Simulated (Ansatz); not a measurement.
# Nb2COF MXene monolayer in a perpendicular field

Aim: how the Nb2COF MXene monolayer screens a field along its normal, and what the field does to its bands. A positive field points along +c.

Main program and level: Ansatz 0.2.0; plane-wave DFT, PBE-D3(BJ), Ansatz PAW.

Report form: the programs' logs are mostly left out.

**1. The starting structure**

The cell holds 5 atoms: 1 F, 2 Nb, 1 C and 1 O. Its edges and angles: a = 3.151 Å, b = 3.151 Å, c = 40.043 Å, α = 90.0°, β = 90.0°, γ = 120.0°. Vacuum lies along c.

**2. Relaxation**

The starting cell is a guess, so the in-plane lattice and the atoms are relaxed first, with the slab cut off from its images along the normal.

input.yaml reads:

```yaml
crystal:
  lattice:
    - [3.150576, 0.0, 0.0]
    - [-1.575288, 2.7284788526, 0.0]
    - [0.0, 0.0, 40.0426923709]
  atoms:
    - { symbol: F, position: [0.3333333333, 0.6666666667, 0.4432768865] }
    - { symbol: Nb, position: [0.6666666667, 0.3333333333, 0.4666694114], spin: 1.0 }
    - { symbol: C, position: [0.0, 0.0, 0.4977146103] }
    - { symbol: Nb, position: [0.3333333333, 0.6666666667, 0.5287598093], spin: 1.0 }
    - { symbol: O, position: [0.6666666667, 0.3333333333, 0.5567231135] }
  periodic: [true, true, false]
magnetization:
  spin_polarized: true
kpoints:
  mp_grid: { grid: [12, 12, 1] }
hamiltonian:
  xc: pbe
  dispersion: d3bj
scf:
  occupations: { method: fermi_dirac, width: 0.05 }
  convergence: { dr2_threshold: 1.0e-09 }
relax:
  f_tol: 0.004
  max_steps: 90
  cell: {}
output:
  write_potential: true
  write_density: true
  volumetric_format: npy
```

Started as:

```sh
> ansatz run input.yaml --threads 2 --pin off --max-ram 3072MiB --backend cpu --events-out ev --progress --plain --runs-dir out
```

The job ended after 8 min (2 threads of Intel Xeon at 2.50GHz (Skylake/Cascade Lake), shared host; peak memory 0.78 GiB).

The steps of the relaxation:

```
step  energy less that of the first step (eV)  largest force component (eV/Å)  volume (Å³)
   1                                   0.0000                          7.1399       344.22
   2                                  -1.2923                          1.4527       344.84
   3                                  -1.4553                          0.1927       334.77
   4                                  -1.4607                          0.0373       337.49
   5                                  -1.4607                          0.0087       337.65
   6                                  -1.4607                          0.0050       337.71
   7                                  -1.4607                          0.0023       337.72
  8*                                  -1.4577                          0.0026       337.72
   9                                  -1.4577                          0.0038       337.57
 10*                                  -1.4577                          0.0038       337.57
```

Relaxation steps marked * repeat the geometry before them on a plane-wave basis chosen anew for their cell, so energy and pressure can jump there.

The run keeps the 6 symmetry operations that it works with, so distortions that break them were not tested.

```csv
cell as run,before,after,change
a (Å),3.151,3.120,-1.0 %
b (Å),3.151,3.120,-1.0 %
```

The atoms that moved most (Å, along periodic axes as changes of fractional coordinates times the final cell, across vacuum about the mean position):

| atom | dx | dy | dz | length |
| --- | --- | --- | --- | --- |
| F1 | 0.000 | 0.000 | -0.325 | 0.325 |
| Nb2 | 0.000 | 0.000 | 0.161 | 0.161 |
| Nb4 | 0.000 | 0.000 | 0.071 | 0.071 |
| C3 | 0.000 | 0.000 | 0.065 | 0.065 |
| O5 | 0.000 | 0.000 | 0.028 | 0.028 |

Final coordinates:

```xyz
5
Lattice="3.1200 0.0000 0.0000 -1.5600 2.7020 0.0000 0.0000 0.0000 40.0427" Properties=species:S:1:pos:R:3
F     0.0000    1.8013   17.4249
Nb    1.5600    0.9007   18.8476
C     0.0000    0.0000   19.9953
Nb    0.0000    1.8013   21.2442
O     1.5600    0.9007   22.3203
```

This step gave:

```
energy at zero smearing : -10735.7143 eV
```

The lattice constant a goes from 3.151 to 3.120 Å.

**3. Atoms held, field 0, start network**

A sawtooth potential applies the field, turning back in the middle of the vacuum. With the dipole correction the typed value is the field outside the slab. The induced dipole is small, so the SCF threshold is tight.

The cell differs from the one that the last finished run ended in (c 40.043 → 22.895 Å).

input.yaml reads:

```yaml
crystal:
  lattice:
    - [3.120012284, 0.0, 0.0]
    - [-1.560006142, 2.702009898, 0.0]
    - [0.0, 0.0, 22.8953986958]
  atoms:
    - { symbol: F, position: [0.3333333333, 0.6666666667, 0.3930920846] }
    - { symbol: Nb, position: [0.6666666667, 0.3333333333, 0.4552347476] }
    - { symbol: C, position: [0.0, 0.0, 0.5053604293] }
    - { symbol: Nb, position: [0.3333333333, 0.6666666667, 0.5599069254] }
    - { symbol: O, position: [0.6666666667, 0.3333333333, 0.6069079154] }
kpoints:
  mp_grid: { grid: [18, 18, 1] }
  band_path:
    path: [[0, 0, 0], [0.5, 0, 0], [0.33333333, 0.33333333, 0], [0, 0, 0]]
    npoints: 16
hamiltonian:
  xc: pbe
  dispersion: d3bj
scf:
  occupations: { method: fermi_dirac, width: 0.02585 }
  convergence: { dr2_threshold: 1.0e-10 }
efield:
  axis: 3
  dipole_correction: true
  ramp_position: 0.97
  ramp_width: 0.06
  amplitude: 0
output:
  dos: { projected: true, e_range: [-6, 5] }
  write_potential: true
  write_density: true
  volumetric_format: npy
  elf: true
```

Elapsed: 39 s, on 2 threads; peak memory 0.55 GiB; 73 s of CPU time.

This step gave:

* energy at zero smearing: -10735.7111 eV
* work function, upper face: 5.952 eV
* work function, lower face: 4.815 eV
* dipole along the normal: -0.05298 e·Å
* step between the vacuum levels: 1.137 eV

Running mean over a fixed 2.7 Å (it still follows the layers) of the planar mean; the ramp of the sawtooth is left out. Table of electron's electrostatic potential energy less the Fermi level by z:

| z (Å) | electron's electrostatic potential energy less the Fermi level (eV) |
| --- | --- |
| 3.5 | 4.82 |
| 4.0 | 4.82 |
| 4.5 | 4.82 |
| 5.0 | 4.82 |
| 5.5 | 4.81 |
| 6.0 | 4.81 |
| 6.5 | 4.79 |
| 7.0 | 4.66 |
| 7.5 | 3.60 |
| 8.0 | 1.65 |
| 8.5 | -0.702 |
| 9.0 | -4.81 |
| 9.5 | -9.21 |
| 10.0 | -11.9 |
| 10.5 | -13.0 |
| 11.0 | -13.9 |
| 11.5 | -15.0 |
| 12.0 | -14.5 |
| 12.5 | -13.7 |
| 13.0 | -12.5 |
| 13.5 | -9.98 |
| 14.0 | -6.10 |
| 14.5 | -1.30 |
| 15.0 | 2.35 |
| 15.5 | 4.79 |
| 16.0 | 5.78 |
| 16.5 | 5.92 |
| 17.0 | 5.95 |
| 17.5 | 5.95 |
| 18.0 | 5.95 |
| 18.5 | 5.95 |
| 19.0 | 5.95 |
| 19.5 | 5.95 |

The density of states has structure finer than the step of the table below, so its rows give means over 0.2 eV, whole bins alone (the curve runs from -6 to 1.97 eV). Peaks (eV: height): -5.86: 7.55, -5.20: 10.2, -5.04: 7.55, -4.04: 8.91, -3.41: 9.90, -3.19: 7.72, 1.55: 9.05.

The density of states by energy, zero at the Fermi level; means over each step:

energy (eV), density of states (states/eV a cell) and a bar:
```
     -5.8        2.3 ###########
     -5.6        3.6 ################
     -5.4        5.3 #########################
     -5.2        6.5 ##############################
     -5.0        3.7 #################
     -4.8        3.0 ##############
     -4.6        4.1 ###################
     -4.4        2.1 ##########
     -4.2        3.0 ##############
     -4.0        4.1 ###################
     -3.8        2.0 #########
     -3.6        2.7 ############
     -3.4        6.2 #############################
     -3.2        3.0 ##############
     -3.0        0.0 
     -2.8        0.0 
     -2.6        0.0 
     -2.4        0.0 
     -2.2        0.0 
     -2.0        0.0 
     -1.8        1.4 ######
     -1.6        1.9 #########
     -1.4        1.7 ########
     -1.2        2.0 #########
     -1.0        1.4 #######
     -0.8        1.1 #####
     -0.6        1.9 #########
     -0.4        1.3 ######
     -0.2        1.0 #####
      0.0        1.8 ########
      0.2        1.7 ########
      0.4        1.2 ######
      0.6        1.1 #####
      0.8        1.0 #####
      1.0        1.0 #####
      1.2        1.5 #######
      1.4        3.5 ################
      1.6        6.4 ##############################
      1.8        4.0 ##################
```

Projected DOS per atom over height of the atomic layer and energy from the Fermi level. Layers: F Nb C Nb O from below.

Values in states/eV, 22 rows by 5 columns, each cell a mean:
```
0.10 1.81 0.16 1.75 0.14
0.10 2.04 0.25 2.07 0.17
0.05 0.74 0.06 0.30 0.02
0.06 0.67 0.04 0.21 0.02
0.10 0.85 0.07 0.27 0.05
0.09 0.86 0.08 0.34 0.12
0.07 0.68 0.06 0.33 0.08
0.07 0.72 0.07 0.47 0.12
0.10 0.84 0.12 0.47 0.22
0.07 0.70 0.14 0.43 0.42
0.02 0.32 0.11 0.25 0.43
0.00 0.00 0.00 0.00 0.00
0.00 0.00 0.00 0.00 0.00
0.00 0.00 0.00 0.00 0.00
0.21 0.77 1.14 0.27 1.95
0.09 0.46 0.69 0.29 1.25
0.08 0.40 0.58 0.55 1.66
0.12 0.50 0.64 0.39 0.96
0.19 0.79 1.32 0.83 0.59
0.27 0.56 1.33 1.41 1.49
0.41 0.30 0.89 1.54 2.15
0.46 0.26 0.46 0.62 0.77
```
Columns: height of the atomic layer (Å) from 9 to 13.9 (not evenly spaced); rows upwards: energy from the Fermi level (eV) from -5.96 to 1.96.

The electronic bands at the labelled points (eV, zero at the Fermi level):

```csv
point,band 18,band 19,band 20,band 21,band 22,band 23,band 24,band 25
Γ,-3.56,-3.11,-3.11,-0.81,-0.81,-0.08,1.48,1.48
halfway,-4.68,-3.55,-3.43,-1.60,0.30,0.35,1.53,2.05
M,-4.46,-4.22,-3.27,-1.80,1.34,2.10,2.46,2.87
halfway,-4.58,-4.24,-3.42,-1.31,1.02,1.44,2.13,2.54
K,-4.46,-3.93,-3.92,-0.21,0.20,0.92,1.82,2.34
halfway,-4.73,-4.01,-3.30,-1.02,-0.79,1.39,1.79,1.99
Γ,-3.56,-3.11,-3.11,-0.81,-0.81,-0.08,1.48,1.48
```

Valence density in the ca plane at fractional y = 0.333, with atoms of Nb and O within 0.2 Å of it. It is the smooth field of the valence electrons, not physical close to the nuclei.

Ten steps, logarithmic in the rise over the least value, from '0' (0.0 e/Å³) to '9' (6.9 e/Å³), each cell a mean:
```
00000000000000000001224676543333455421000000
00000000000000000000136898743224689741000000
00000000000000000000137999843224699852000000
00000000000000000000126898743333588741000000
00000000000000000001223566543334455420000000
00000000000000000012333334444455432110000000
00000000000000000013433233444455432100000000
00000000000000000012333344444444433210000000
```
Columns run along c (16.0 Å, from fractional 0.07 to 0.77 of the cell), rows up along a (3.1 Å). Atoms in or near the plane, at fractional coordinates: Nb at (0.46, 0.67), O at (0.61, 0.67).

Electrostatic potential energy in the ca plane at fractional y = 0.333, with atoms of Nb and O within 0.2 Å of it. With pseudopotentials it is smooth inside the atoms' cores, unlike the true potential.

Ten even steps from '0' (-49 eV) to '9' (6 eV), each cell a mean:
```
99999999999999999999986323688887877999999999
99999999999999999999873000278888721599999999
99999999999999999999872000168998500389999999
99999999999999999999874000278888732599999999
99999999999999999999987434688877788999999999
99999999999999999999988877888765689999999999
99999999999999999999998888887754678999999999
99999999999999999999988777888766789999999999
```
Columns run along c (16.0 Å, from fractional 0.07 to 0.77 of the cell; values clipped at the 3rd and 97th percentile), rows up along a (3.1 Å). Atoms in or near the plane, at fractional coordinates: Nb at (0.46, 0.67), O at (0.61, 0.67).

ELF in the ca plane at fractional y = 0.333, with atoms of Nb and O within 0.2 Å of it. It is the smooth field of the valence electrons, not physical close to the nuclei.

Ten even steps from '0' (0.00) to '9' (0.83), each cell a mean:
```
00000000000000011115763343113798741000000000
00000000000000000158787322138889963100000000
00000000000000000178358322148759973100000000
00000000000000000158887232127999962000000000
00000000000000012114653353113688631000000000
00000000000000245421225763232122100000000000
00000000000001356521246763343100000000000000
00000000000000245311224663222233200000000000
```
Columns run along c (16.0 Å, from fractional 0.13 to 0.83 of the cell), rows up along a (3.1 Å). Atoms in or near the plane, at fractional coordinates: Nb at (0.46, 0.67), O at (0.61, 0.67).

The work function of the upper face is 5.95 eV.

**4. Atoms held, field 0.1 V/Å**

input.yaml, as its differences from that of step 3:

```diff
@@ -25,7 +25,6 @@
   dipole_correction: true
-  ramp_position: 0.97
-  ramp_width: 0.06
-  amplitude: 0
+  ramp_position: 0.9284
+  ramp_width: 0.1472
+  amplitude: 0.1
 output:
-  dos: { projected: true, e_range: [-6, 5] }
   write_potential: true
@@ -33,2 +32 @@
   volumetric_format: npy
-  elf: true
```

Run time: 43 s. Hardware: 2 threads; peak memory 0.55 GiB; 83 s of CPU time.

The dipole is -0.0272 e·Å, 0.0258 e·Å from its value without field.

**5. Single point, field -0.1 V/Å**

input.yaml, as its differences from that of step 4:

```diff
@@ -27,3 +27,3 @@
   ramp_width: 0.1472
-  amplitude: 0.1
+  amplitude: -0.1
 output:
```

Wall time 44 s (2 threads); peak memory 0.54 GiB; 83 s of CPU time.

The dipole is -0.0788 e·Å, -0.0258 e·Å from its value without field.

**6. Response, atoms held**

This step: plane-wave DFT, PBE-D3(BJ), Ansatz PAW; response to a field along the normal, atoms held (Ansatz 0.2.0).

The dipoles give the slope, and the difference of two potentials shows where the field is screened.

Numbers from this step:

```yaml
equivalent_conductor_thickness_p_eps_0ae: 5.538 Å
distance_between_the_outer_atoms: 4.895 Å
```

Table of dipole of the cell by applied field:

```
applied field (V/Å)  dipole of the cell (e·Å)
            -0.1000                   -0.0788
             0.0000                   -0.0530
             0.1000                   -0.0272
```

Local field over the applied field, running mean. From the potentials at -0.1 and 0.1 V/Å; running mean over 2.5 Å. Table of local field over applied field by z:

```csv
z (Å),local field over applied field
4.5,1.000
5.0,1.000
5.5,0.999
6.0,0.996
6.5,0.985
7.0,0.951
7.5,0.868
8.0,0.746
8.5,0.601
9.0,0.447
9.5,0.295
10.0,0.178
10.5,0.0962
11.0,0.0452
11.5,0.0175
12.0,0.0167
12.5,0.0408
13.0,0.100
13.5,0.203
14.0,0.354
14.5,0.528
15.0,0.700
15.5,0.844
16.0,0.940
16.5,0.981
17.0,0.994
17.5,0.998
18.0,1.000
18.5,1.000
```

The induced electron density oscillates, so the rows of the table below give means over windows of 0.5 Å about each position, cut where the curve ends. Its maxima inside the range that stand out by 2 % of the span (Å: e/Å³ per V/Å): 8.44: 0.00336, 9.16: 0.00199, 10.16: 0.00142, 12.45: -1.6e-4, 13.16: -1.0e-4, 14.02: -0.00155. Its minima: 8.87: 0.00141, 9.59: 4.4e-4, 12.02: -5.5e-4, 12.74: -3.6e-4, 13.74: -0.00201, 14.45: -0.00372.

Electrons, planar mean, per unit field. The induced electron density by z; means over each step:

z (Å), induced electron density (e/Å³ per V/Å) and a bar from the least value:
```
      4.5    0.00000 ################
      5.0    0.00000 ################
      5.5    0.00000 ################
      6.0    0.00001 ################
      6.5    0.00006 #################
      7.0    0.00021 #################
      7.5    0.00072 ####################
      8.0    0.00206 ##########################
      8.5    0.00291 ##############################
      9.0    0.00171 ########################
      9.5    0.00083 ####################
     10.0    0.00122 ######################
     10.5    0.00103 #####################
     11.0    0.00055 ###################
     11.5   -0.00008 ################
     12.0   -0.00048 ##############
     12.5   -0.00026 ###############
     13.0   -0.00025 ###############
     13.5   -0.00132 ##########
     14.0   -0.00193 #######
     14.5   -0.00345 
     15.0   -0.00227 ######
     15.5   -0.00088 ############
     16.0   -0.00028 ###############
     16.5   -0.00008 ################
     17.0   -0.00002 ################
     17.5   -0.00001 ################
     18.0    0.00000 ################
     18.5    0.00000 ################
```

By hand: between -0.1 and 0.1 V/Å the dipole changes by 0.05160 e·Å, a slope of 0.2580 e·Å²/V. A perfect conductor of thickness t has p = ε₀AEt, so t = 180.95 × 0.2580 / 8.430 = 5.54 Å (e/ε₀ = 180.95 V·Å, A in Å²).

The induced dipole is that of a conductor 5.54 Å thick.

**7. Results**

```json
{
  "gap without field": "none",
  "work function, upper face": "5.95 eV",
  "step between the vacuum levels": "1.14 eV",
  "equivalent conductor thickness, atoms held": "5.54 Å"
}
```

The induced dipole equals that of a perfect conductor 5.54 Å thick, while the outer atoms lie 4.90 Å apart. The two faces differ: the vacuum level above lies 1.14 eV higher than the one below. There is no gap over 0.03 eV, with or without the field. The first relaxation ran with spin and lost its moment, and the later runs have none; other magnetic states were not tried. Spin-orbit coupling is left out. The MXene's terminations sit over the metal atoms of its far layer; the site over carbon or nitrogen, which some compounds prefer, was not run.

[Logs are printed without paths, hosts, clocks, repeated set-up lines and the standing remarks that a program may print on its own settings, such as how far it seeks lower states.]

[Hosts, paths, dates, database ids (printed as entryN), source tags and the programs' standing remarks are cut or masked in the printed files.]

[Maps of the electrostatic potential energy from Ansatz leave out the sawtooth potential of an applied field or a dipole correction, so their vacuum need not be flat; planar profiles and work functions include it.]

[The density of states shown here was stored with 400 of the rows of the run's finer table, so its peaks can read low, often by over a quarter, or be missed, and its means over a window can be off by a tenth or more.]
